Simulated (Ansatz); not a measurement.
**One crystal, many levels of theory: Y2Ti2S2O5 (I4/mmm)**

Wanted: a ladder of band gaps for Y2Ti2S2O5 (I4/mmm), from density functionals to G0W0.

Calculated with Ansatz 0.2.0; density functionals, hybrids and G0W0, plane waves, PAW.

### Step 1. Starting point

Symmetry: I4/mmm, No. 139, tetragonal system. The conventional cell has a = 3.796 Å, b = 3.796 Å, c = 23.091 Å, α = 90.00°, β = 90.00°, γ = 90.00°. Nearest to Y lie 4 O at 2.46 Å and 5 S at 2.83 to 2.96 Å. Nearest to Ti lie 5 O at 1.81 to 1.96 Å and 1 S at 2.93 Å. Nearest to S lie 5 Y at 2.83 to 2.96 Å and 1 Ti at 2.93 Å. O has 2 Ti at 1.81 Å nearest. Nearest to O lie 2 Ti at 1.96 Å and 2 Y at 2.46 Å. Farther neighbours and most contacts between anions are not listed.

The cell and positions are those that the Materials Project relaxed with its own functionals (PBE, PBE+U or r2SCAN), kept fixed. At the settings of the band run the largest force is still 0.22 eV/Å.

The logs state that the PAW files were generated under PBE.

### Step 2. r2SCAN on the 8×8×8 mesh

Levels along a band path and on the mesh show where this functional puts the band edges.

This step: DFT, r2SCAN, plane waves, PAW; PAW set soft_1.

input.yaml reads:

```yaml
crystal:
  lattice:
    - [-1.898002, 1.898002, 11.54533]
    - [1.898002, -1.898002, 11.54533]
    - [1.898002, 1.898002, -11.54533]
  atoms:
    - { symbol: "Y", position: [0.666698, 0.666698, 0.0] }
    - { symbol: "Y", position: [0.333302, 0.333302, 0.0] }
    - { symbol: Ti, position: [0.921493, 0.921493, 0.0] }
    - { symbol: Ti, position: [0.078507, 0.078507, 0.0] }
    - { symbol: S, position: [0.794752, 0.794752, 0.0] }
    - { symbol: S, position: [0.205248, 0.205248, 0.0] }
    - { symbol: O, position: [0.0, 0.0, 0.0] }
    - { symbol: O, position: [0.900805, 0.400805, 0.5] }
    - { symbol: O, position: [0.599195, 0.099195, 0.5] }
    - { symbol: O, position: [0.400805, 0.900805, 0.5] }
    - { symbol: O, position: [0.099195, 0.599195, 0.5] }
kpoints:
  mp_grid: { grid: [8, 8, 8] }
  band_path:
    path:
      - [[0.0, 0.0, 0.0], [0.0, 0.0, 0.5], [0.25, 0.25, 0.25], [0.0, 0.5, 0.0], [0.0, 0.0, 0.0], [0.5, 0.5, -0.5], [0.25675648, 0.74324352, -0.25675648]]
      - [[-0.25675648, 0.25675648, 0.25675648], [0.0, 0.0, 0.0]]
      - [[0.0, 0.0, 0.5], [-0.01351296, 0.01351296, 0.5]]
      - [[0.5, 0.5, -0.01351296], [0.5, 0.5, -0.5]]
    npoints: 10
hamiltonian:
  xc: r2scan
  pseudopotentials: { kind: paw, azcp: { folder: soft_1 } }
scf:
  occupations: { method: fermi_dirac, width: 0.02 }
  n_extra_bands: 7
output:
  eigenvalues: true
  forces: true
  stress: true
```

Command:

```console
$ ansatz run input.yaml --threads 24 --pin off --max-ram 110592MiB --backend cuda --events-out ev --progress --plain --runs-dir out --devices 1 --max-vram 157GiB
```

Numbers of over 12 decimals in the logs are rounded to 6 here.

The program printed:

```text
basis.fft_grid_basis auto: the FFT boxes are laid along the combinations [[1, 0, 1], [0, 1, 1], [0, 0, 1]] of the cell's own vectors, 3.796, 3.796 and 11.853 Å long. The dense box has 30×30×90 points. Along the cell's own vectors, as sized, it would have 90×90×90, 9.00 times as many. Of the 16 symmetry operations that the crystal satisfies within crystal.symmetry.tolerance (time reversal apart; of a slab, those that  [...]
scf.n_extra_bands = 7 over 44 filled bands (N_el = 88.0): the run solves 51 bands
GPUs: using 1 of 1 available (devices: 1).
Engine: ansatz 0.2.0, aarch64-unknown-linux-gnu
Pseudopotentials: kind: paw
Pseudopotential: Y, paw, valence charge 11, recommended cutoff 500 eV (meta_gga), soft_1/Y.paw.azcp
Pseudopotential: Ti, paw, valence charge 12, recommended cutoff 500 eV (meta_gga), soft_1/Ti.paw.azcp
Pseudopotential: S, paw, valence charge 6, recommended cutoff 500 eV (meta_gga), soft_1/S.paw.azcp
Pseudopotential: O, paw, valence charge 6, recommended cutoff 500 eV (meta_gga), soft_1/O.paw.azcp
Functional definition: r2SCAN
  parameter k0 = 0.174
  parameter k1 = 0.065
  parameter a1 = 4.9479
  exchange = r2scan_x(k0 = k0, k1 = k1, a1 = a1)
  correlation = r2scan_c
device memory: the entry about to start is reckoned to put 7.3 GiB on a device that reports 182.5 GiB free (of which the cap on the GPU budget leaves the run 157.0 GiB)
GPU FFT provider: cuFFT
GPU libraries: cuBLAS 13.8.1, cuFFT 12.4.0, cuSOLVER 12.3.2
GPU matrix products: emulated (plane waves: as basis.precision tells), large ones in fixed point in workspaces of 1.00 GiB
Crystal: 11 atoms, lattice volume = 166.364 Å³
Basis set: ecut = 500 eV, 4231 PW (Γ), FFT grids on a1+a3, a2+a3, a3, exchange–correlation on 120×120×360 points (64 copies of the dense FFT grid, shifted against one another)
Bands: 51, of which v1, the nominal top of the filled ones, is band 44 counted from 1 (43 counted from 0)
Symmetry: 16 space group operations
Space group: I4/mmm (ITA 139), of the structure as read, at distance tolerance 5.5e-5 Å
k-points: 59 of 512
Non-local potential: Y, projectors of the file, l = 0: 3, l = 1: 2, l = 2: 2, l = 3: 1
Non-local potential: Ti, projectors of the file, l = 0: 3, l = 1: 2, l = 2: 3, l = 3: 1
Non-local potential: S, projectors of the file, l = 0: 2, l = 1: 2, l = 2: 1
Non-local potential: O, projectors of the file, l = 0: 2, l = 1: 2, l = 2: 1
PAW form: soft (Blöchl's): semilocal exchange-correlation on the pseudo side does not see the compensation charge
PAW frozen core: Y, regenerated for the run's functional (the file was generated under x = pbe(κ = 0.804, μ = 0.219515), c = pbe(β = 0.066725))
PAW frozen core: Ti, regenerated for the run's functional (the file was generated under x = pbe(κ = 0.804, μ = 0.219515), c = pbe(β = 0.066725))
PAW frozen core: S, regenerated for the run's functional (the file was generated under x = pbe(κ = 0.804, μ = 0.219515), c = pbe(β = 0.066725))
PAW frozen core: O, regenerated for the run's functional (the file was generated under x = pbe(κ = 0.804, μ = 0.219515), c = pbe(β = 0.066725))
PAW one-centre angular grid: Y, 590 points (default); XC on 160 Gauss nodes
PAW one-centre angular grid: Ti, 590 points (default); XC on 160 Gauss nodes
PAW one-centre angular grid: S, 302 points (default); XC on 160 Gauss nodes
PAW one-centre angular grid: O, 302 points (default); XC on 160 Gauss nodes
Initial density: superposition of atomic densities (chi_scale 0.1, normalization cell, long waves of neutral atoms (reshape's long-wave potential 2.92 eV rms, cloud 2.95 Å wide))
Initial wavefunctions: pseudopotential atomic-orbital guess
GPU buffer pool allocated for 81000 grid points (all kernels)
GPU transforms: local potential: pruned to the plane-wave sphere, on 27×27×90; band sums: pruned to the plane-wave sphere, on 30×30×90
Functional: x = r2scan, c = r2scan; τ floored in thin density (d = 2e-4 eV/Å³)
SCF iter   1: F=—  HF=-17406.011477 eV  |F-HF|=—  |Δ(HF+E_count)|=         —  Δρ=4.89e-2  dr2=1.18e1  dr2_τ=5.31e-1  ethr=3.10e-3  ⟨swp⟩=7.8  Hψ=12288  notcnv=0
preconditioner: auto → Resta (q_TF=auto, 2.454 Å⁻¹)  ε∞=4.2  [insulator: Δε(μ)=2.440 eV  Ē_g=13.288 eV  σ=0.020 eV  W_gap=1.00  n_scr=44 (ndim 8)  ℏωp=23.7 eV  f_vac=0.046  D(μ)=0.00/eV (n_scr^D=0)  ε∞_Penn≈4.2]
SCF iter   2: F=—  HF=-17404.955159 eV  |F-HF|=—  |Δ(HF+E_count)|=    1.06e0  Δρ=2.42e-2  dr2=1.85e0  dr2_τ=7.75e-2  ethr=3.10e-3  ⟨swp⟩=5.6  Hψ=10304  notcnv=0  defer=58
SCF iter   3: F=—  HF=-17404.969200 eV  |F-HF|=—  |Δ(HF+E_count)|=   1.40e-2  Δρ=1.09e-2  dr2=2.40e-1  dr2_τ=1.18e-2  ethr=2.10e-3  ⟨swp⟩=2.5  Hψ=4999  notcnv=0  defer=117
SCF iter   4: F=—  HF=-17405.005209 eV  |F-HF|=—  |Δ(HF+E_count)|=   3.60e-2  Δρ=1.10e-2  dr2=1.91e-1  dr2_τ=2.03e-2  ethr=2.73e-4  ⟨swp⟩=3.0  Hψ=5542  notcnv=0  defer=117
SCF iter   5: F=—  HF=-17404.978346 eV  |F-HF|=—  |Δ(HF+E_count)|=   2.69e-2  Δρ=2.00e-3  dr2=8.86e-3  dr2_τ=5.52e-4  ethr=2.17e-4  ⟨swp⟩=2.8  Hψ=4871  notcnv=0  defer=117
SCF iter   6: F=—  HF=-17404.980771 eV  |F-HF|=—  |Δ(HF+E_count)|=   2.42e-3  Δρ=7.29e-4  dr2=1.65e-3  dr2_τ=8.87e-5  ethr=1.01e-5  ⟨swp⟩=2.4  Hψ=5277  notcnv=0  defer=117
SCF iter   7: F=—  HF=-17404.981639 eV  |F-HF|=—  |Δ(HF+E_count)|=   8.68e-4  Δρ=2.72e-4  dr2=1.52e-4  dr2_τ=1.16e-5  ethr=1.88e-6  ⟨swp⟩=2.1  Hψ=4199  notcnv=0  defer=117
SCF iter   8: F=—  HF=-17404.981666 eV  |F-HF|=—  |Δ(HF+E_count)|=   2.70e-5  Δρ=2.99e-4  dr2=1.30e-4  dr2_τ=1.28e-5  ethr=1.72e-7  ⟨swp⟩=2.0  Hψ=4534  notcnv=0  defer=117
SCF iter   9: F=—  HF=-17404.981814 eV  |F-HF|=—  |Δ(HF+E_count)|=   1.49e-4  Δρ=4.02e-5  dr2=3.53e-6  dr2_τ=2.02e-7  ethr=1.48e-7  ⟨swp⟩=2.0  Hψ=4458  notcnv=0  defer=117
SCF iter  10: F=—  HF=-17404.982123 eV  |F-HF|=—  |Δ(HF+E_count)|=   3.09e-4  Δρ=9.66e-6  dr2=1.55e-7  dr2_τ=1.83e-8  ethr=4.01e-9  ⟨swp⟩=2.0  Hψ=4142  notcnv=0  defer=117
SCF iter  11: F=-17404.982124 eV  HF=-17404.982124 eV  |F-HF|=1.28e-8  |Δ(HF+E_count)|=   4.66e-7  Δρ=2.67e-6  dr2=1.37e-8  dr2_τ=2.25e-9  ethr=1.14e-10  ⟨swp⟩=16.8  Hψ=16118  notcnv=0
SCF 1 converged in 11 iterations: F = -17404.982124 eV  dr2 = 1.37e-8
[...]
device memory: the entry about to start is reckoned to put 9.5 GiB on a device that reports 182.5 GiB free (of which the cap on the GPU budget leaves the run 157.0 GiB)
NSCF: frozen V_eff on 94 k-points, pencils in batches of 32, up to order 228
SCF converged after 11 iterations
Free energy (F): -17404.982124 eV
Harris-Foulkes:  -17404.982124 eV  (|F-HF|=1.28e-8)
Internal energy: -17404.982124 eV  (E = F + TS)
E sigma→0 (E₀):  -17404.982124 eV
Fermi energy:    8.962702 eV
--- Per-component energies (eV) ---
  E_band       = -745.469530
  E_kinetic    = 2250.651570
  E_local      = -6422.225978  (includes V_loc(G=0)·N_el)
  E_nonlocal   = 488.009386
  E_hartree    = 2496.179956
  E_xc         = -1103.882656
  E_vxc        = -1482.953825  (∫ρ·V_xc dr)
  E_paw        = -9814.982702  (= ΣΔE_a)
  E_vpaw       = -658.763113  (= ΣTr[D̂ρ^β])
  E_aug_tail   = 0.001297  (compensation charges beyond the density's cutoff)
  E_vtau       = 87.445869  (kinetic-family band-sum trace: ∫τ·v_τ [+ j·A + Jᵃ·Aᵃ] dr)
  E_ewald      = -5297.538939
  E_core_change = -1.194057  (= ΣΔE_core)
  E_smearing   = -0.000000  (= −TS)
  E_closure    = 0.000000  (closes the sum)
  Σ components = -17404.982124   (vs F -17404.982124, Δ=0.00e0)
--- Forces (eV/Å), atoms counted from 1 ---
  atom   1  Y      0.00000000     0.00000000    -0.20370256
  atom   2  Y     -0.00000000     0.00000000     0.20370256
  atom   3  Ti    -0.00000000    -0.00000000     0.22376404
  atom   4  Ti     0.00000000    -0.00000000    -0.22376404
  atom   5  S      0.00000000    -0.00000000     0.14982377
  atom   6  S      0.00000000    -0.00000000    -0.14982377
  atom   7  O      0.00000000     0.00000000    -0.00000000
  atom   8  O      0.00000000     0.00000000    -0.08100684
  atom   9  O      0.00000000    -0.00000000     0.08100684
  atom  10  O      0.00000000    -0.00000000    -0.08100684
  atom  11  O     -0.00000000    -0.00000000     0.08100684
  max |Σ_I F_I| component: 4.16e-17 eV/Å
--- Stress (GPa, compression-positive) ---
       -3.134851       0.000000      -0.000000
        0.000000      -3.134851       0.000000
        0.000000      -0.000000      -3.230413
  P = ⅓ Tr σ = -3.1667 GPa (-31.667 kbar)
--- Band table (eV; the first three rows and the last of 59) ---
  k-point 0: bands = [... 40 lower, 7.0842, 8.0999, 8.3783, 8.3783, 9.5383, 9.5621, 10.7516, 10.7516, ... 3 higher]
  k-point 1: bands = [... 40 lower, 6.7039, 7.6260, 8.0771, 8.2339, 9.9794, 9.9895, 10.3120, 10.5512, ... 3 higher]
  k-point 2: bands = [... 40 lower, 6.6115, 7.2834, 7.6455, 7.6994, 10.0551, 10.2652, 10.6727, 10.7736, ... 3 higher]
  k-point 58: bands = [... 40 lower, 7.0955, 8.0154, 8.3780, 8.3780, 9.5397, 9.5608, 10.7566, 10.7566, ... 3 higher]
```

Elapsed: 2.7 s, on 1 × NVIDIA GB200 with 24 threads of Arm Neoverse V2, shared host; peak memory 1.2 GiB; 7.3 s of CPU time.

This step gave:

```yaml
pressure: -3.167 GPa
filled_bands: 44
gap: 1.160 eV
valence_top_at: Γ
conduction_bottom_at: Γ
least_direct_gap: 1.160 eV
```

Over mesh and path the gap is 1.160 eV, direct, at k = Γ.

### Step 3. r2SCAN+SOC on the 8×8×8 mesh

This run has two-component orbitals with spin-orbit coupling.

This step: DFT, r2SCAN with spin-orbit coupling, plane waves, PAW; PAW set soft_1.

input.yaml, the sections that differ from step 2:

```yaml
kpoints:
  mp_grid: { grid: [8, 8, 8] }
  band_path:
    path:
      - [0.0, 0.0, 0.0]
      - [0.0, 0.0, 0.5]
      - [0.25, 0.25, 0.25]
      - [0.0, 0.5, 0.0]
      - [0.5, 0.5, -0.5]
      - [0.25675648, 0.74324352, -0.25675648]
      - [-0.25675648, 0.25675648, 0.25675648]
      - [-0.01351296, 0.01351296, 0.5]
    npoints: 1
hamiltonian:
  xc: r2scan
  pseudopotentials: { kind: paw_fr, azcp: { folder: soft_1 } }
scf:
  occupations: { method: fermi_dirac, width: 0.02 }
  n_extra_bands: 14
magnetization:
  noncollinear: true
  spin_orbit: true
# crystal, output: as in step 2
```

The program printed:

```text
[...]
GPUs: using 1 of 1 available (devices: 1).
[...]
non-collinear run that drives no moment, with spin-orbit: no starting moment large enough to seed its density (crystal.atoms[].spin), no starting occupations that ask for one, no magnetisation constraint and no magnetic field, so the semilocal B_xc is pinned to zero
concurrent solve slots: 20 of 24 are kept, ahead of what memory takes: no pass of the eigensolver takes more rounds on 20
[...]
Crystal: 11 atoms, lattice volume = 166.364 Å³
Basis set: ecut = 500 eV, 4231 PW (Γ), FFT grids on a1+a3, a2+a3, a3, exchange–correlation on 120×120×360 points (64 copies of the dense FFT grid, shifted against one another)
Bands: 102, of which v1, the nominal top of the filled ones, is band 88 counted from 1 (87 counted from 0)
Symmetry: 16 space group operations + 16 with time reversal
[...]
k-points: 59 of 512
Projection manifold: j_resolved (fully-relativistic pseudo-atomic orbitals)
[...]
SCF 1 converged in 11 iterations: F = -17393.328193 eV  dr2 = 1.60e-8
[...]
SCF converged after 11 iterations
[...]
atom   4  Ti     0.00000000    -0.00000000    -0.22383120
  atom   5  S      0.00000000    -0.00000000     0.14990220
  atom   6  S      0.00000000     0.00000000    -0.14990220
  atom   7  O     -0.00000000     0.00000000     0.00000000
  atom   8  O      0.00000000     0.00000000    -0.08116787
  atom   9  O      0.00000000    -0.00000000     0.08116787
  atom  10  O     -0.00000000    -0.00000000    -0.08116787
  atom  11  O     -0.00000000     0.00000000     0.08116787
  max |Σ_I F_I| component: 2.36e-16 eV/Å
--- Stress (GPa, compression-positive) ---
       -3.135413      -0.000000      -0.000000
       -0.000000      -3.135413       0.000000
       -0.000000       0.000000      -3.229852
  P = ⅓ Tr σ = -3.1669 GPa (-31.669 kbar)
--- Band table (eV; the first three rows and the last of 59) ---
[...]
```

It took 3.9 s on 1 × NVIDIA GB200 with 24 threads; peak memory 1.6 GiB; 28 s of CPU time.

This step gave:

```
pressure             : -3.167 GPa
gap                  : 1.118 eV
valence top at       : Γ
conduction bottom at : Γ
least direct gap     : 1.118 eV
```

Over mesh and listed points the gap is 1.118 eV, direct, at k = Γ. r2SCAN+SOC against r2SCAN: 1.118 − 1.160 = −0.042 eV, with the same mesh, set of files (read in its fully relativistic form for the spin-orbit run) and cutoff, and both edges at the same k points. The spin-orbit run sees mesh and listed points alone, so its gap is an upper bound: the coupling can move an edge off these points, and the change over the zone, its sign included where it is small, is not known.

### Step 4. HSE06 on the 6×6×6 mesh

HSE06 mixes in a quarter of exact exchange at short range.

This step: DFT, HSE06, plane waves, PAW; PAW set soft_1.

input.yaml, as its differences from that of step 3:

```diff
@@ -18,3 +18,3 @@
 kpoints:
-  mp_grid: { grid: [8, 8, 8] }
+  mp_grid: { grid: [6, 6, 6] }
   band_path:
@@ -31,13 +31,8 @@
 hamiltonian:
-  xc: r2scan
-  pseudopotentials: { kind: paw_fr, azcp: { folder: soft_1 } }
+  xc: hse06
+  pseudopotentials: { kind: paw, azcp: { folder: soft_1 } }
 scf:
-  occupations: { method: fermi_dirac, width: 0.02 }
-  n_extra_bands: 14
-magnetization:
-  noncollinear: true
-  spin_orbit: true
+  occupations: { method: fixed }
+  n_extra_bands: 7
 output:
   eigenvalues: true
-  forces: true
-  stress: true
```

The program printed:

```text
[...]
GPUs: using 1 of 1 available (devices: 1).
[...]
davidson cushion auto → on  (no smearing: the cushion is to keep the highest requested band from converging to the state above it; pin scf.eigensolver.cushion to override)
[...]
Crystal: 11 atoms, lattice volume = 166.364 Å³
Basis set: ecut = 420 eV, 3235 PW (Γ), FFT grids on a1+a3, a2+a3, a3
[...]
Fermi energy:    8.030438 eV
[...]
--- Band table (eV; the first three rows and the last of 30) ---
  k-point 0: bands = [... 40 lower, 6.6287, 7.6877, 8.0304, 8.0304, 10.0028, 10.0304, 11.2525, 11.2525, ... 3 higher]
  k-point 1: bands = [... 40 lower, 6.1086, 6.9681, 7.5354, 7.7559, 10.6172, 10.7213, 10.7553, 10.9882, ... 3 higher]
  k-point 2: bands = [... 40 lower, 6.2517, 6.6751, 6.7454, 6.9871, 10.6478, 10.7510, 11.2677, 11.7255, ... 3 higher]
  k-point 29: bands = [... 40 lower, 6.6351, 7.6019, 8.0304, 8.0304, 10.0050, 10.0281, 11.2601, 11.2601, ... 3 higher]
[key lines of the parts left out:]
Free energy (F): -17362.587999 eV
```

Elapsed: 23 s, on 1 × NVIDIA GB200 with 24 threads; peak memory 3.5 GiB; 5.1 min of CPU time.

Numbers from this step:

```yaml
gap: 1.972 eV
valence_top_at: Γ
conduction_bottom_at: Γ
least_direct_gap: 1.972 eV
exact_exchange_fraction: 0.25
```

Over mesh and listed points the gap is 1.972 eV, direct, at k = Γ. HSE06 against r2SCAN: 1.972 − 1.160 = +0.812 eV. The runs also differ in mesh (8×8×8 and 6×6×6) and plane-wave cutoff (500 eV and 420 eV), so how much of this comes from the functional alone is not known. The program's warnings for this run: metallic iterate.

### Step 5. G0W0@r2SCAN, 6×6×6 mesh, 764 empty bands, screening to 160 eV, PAW set soft_1 files

G0W0 replaces the xc potential by a self-energy built once from the orbitals of the start. Levels are corrected in the window of bands that the input names, at points of the mesh.

This step: G0W0 on r2SCAN, plane waves, PAW; PAW set soft_1.

input.yaml, as its differences from that of step 4:

```diff
@@ -19,15 +19,4 @@
   mp_grid: { grid: [6, 6, 6] }
-  band_path:
-    path:
-      - [0.0, 0.0, 0.0]
-      - [0.0, 0.0, 0.5]
-      - [0.25, 0.25, 0.25]
-      - [0.0, 0.5, 0.0]
-      - [0.5, 0.5, -0.5]
-      - [0.25675648, 0.74324352, -0.25675648]
-      - [-0.25675648, 0.25675648, 0.25675648]
-      - [-0.01351296, 0.01351296, 0.5]
-    npoints: 1
 hamiltonian:
-  xc: hse06
+  xc: r2scan
   pseudopotentials: { kind: paw, azcp: { folder: soft_1 } }
@@ -35,4 +24,7 @@
   occupations: { method: fixed }
-  n_extra_bands: 7
-output:
-  eigenvalues: true
+gw:
+  n_empty_bands: 764
+  ecut_chi: 160.0
+  qp_bands: [v3, c3]
+  qp_kpoints: band_edges
+  screening: { model: contour_deformation }
```

The program printed:

```text
GPUs: using 1 of 1 available (devices: 1).
[...]
Crystal: 11 atoms, lattice volume = 166.364 Å³
Basis set: ecut = 500 eV, 4231 PW (Γ), exchange–correlation on 360×360×360 points (64 copies of the dense FFT grid, shifted against one another)
Bands: 55, of which v1, the nominal top of the filled ones, is band 44 counted from 1 (43 counted from 0)
Symmetry: 16 space group operations
[...]
k-points: 30 of 216
[...]
19    45     10.1669   -13.7222    -6.8133   -21.6035  0.7223    11.2610    11.2349  root
    19    46     10.2052   -13.4355    -6.9869   -21.4479  0.7147    11.2561    11.2307  root
[...]
29    44      8.3784   -18.7179     1.9127   -16.1811  0.7752     7.7492     7.7543  root
    29    45      9.5394   -12.6917    -6.9492   -20.6474  0.7282    10.5672    10.5458  root
    29    46      9.5604   -12.7126    -6.9678   -20.6893  0.7277    10.5909    10.5693  root
    29    47     10.7563   -13.9003    -6.8488   -21.7516  0.7085    11.7869    11.7587  root
[key lines of the parts left out:]
SCF converged after 11 iterations
```

Wall time 4.1 min (1 × NVIDIA GB200 with 24 threads); peak memory 8.5 GiB.

This step gave:

```
bands summed                                    : 808
RPA ε∞ on this mesh (eigenvalues)               : 5.664, 5.664, 5.762
plane waves in the screening matrix             : 787
G0W0 gap over the corrected points              : 2.788 eV
k of the valence top                            : 0, 0, 0
k of the conduction bottom                      : 0, 0, 0
starting gap on the mesh                        : 1.159 eV
Z at the valence top                            : 0.7752
Z at the conduction bottom                      : 0.7283
least direct G0W0 gap over the corrected points : 2.788 eV
```

Over 19 of 30 irreducible mesh points the G0W0 gap is 2.788 eV, direct, at k = Γ. The r2SCAN gap of this run on the mesh is 1.159 eV. The two states that bound the G0W0 gap lie that far apart at the start, so the correction of the gap is 2.788 − 1.159 = +1.629 eV.

[end of part 1 of 2]

[Paths, hosts, dates, memory and timing lines, banners, echoed tables and standing remarks are left out of the program output.]

[Logs are printed without paths, hosts, clocks, repeated set-up lines and the standing remarks that a program may print on its own settings, such as how far it seeks lower states.]

[Runs of the session that timed out or met a known fault of the program may be left out.]

[Cells called generated may have been cut or substituted from an entry of the Crystallography Open Database or the Materials Project.]

[Hosts, paths, dates, database ids (printed as entryN), source tags and the programs' standing remarks are cut or masked in the printed files.]

[Where an RPA ε∞ is given, it is that of the G0W0 mesh and is not shown converged in it. Names of k-points follow the symmetry that the program found, which can be lower than the space group named. Band edges on a path are those of the sampled points; other points can move an edge, and change direct to indirect where valleys lie close.]

[Hybrid gaps are those of their k-mesh and are not shown converged in it.]
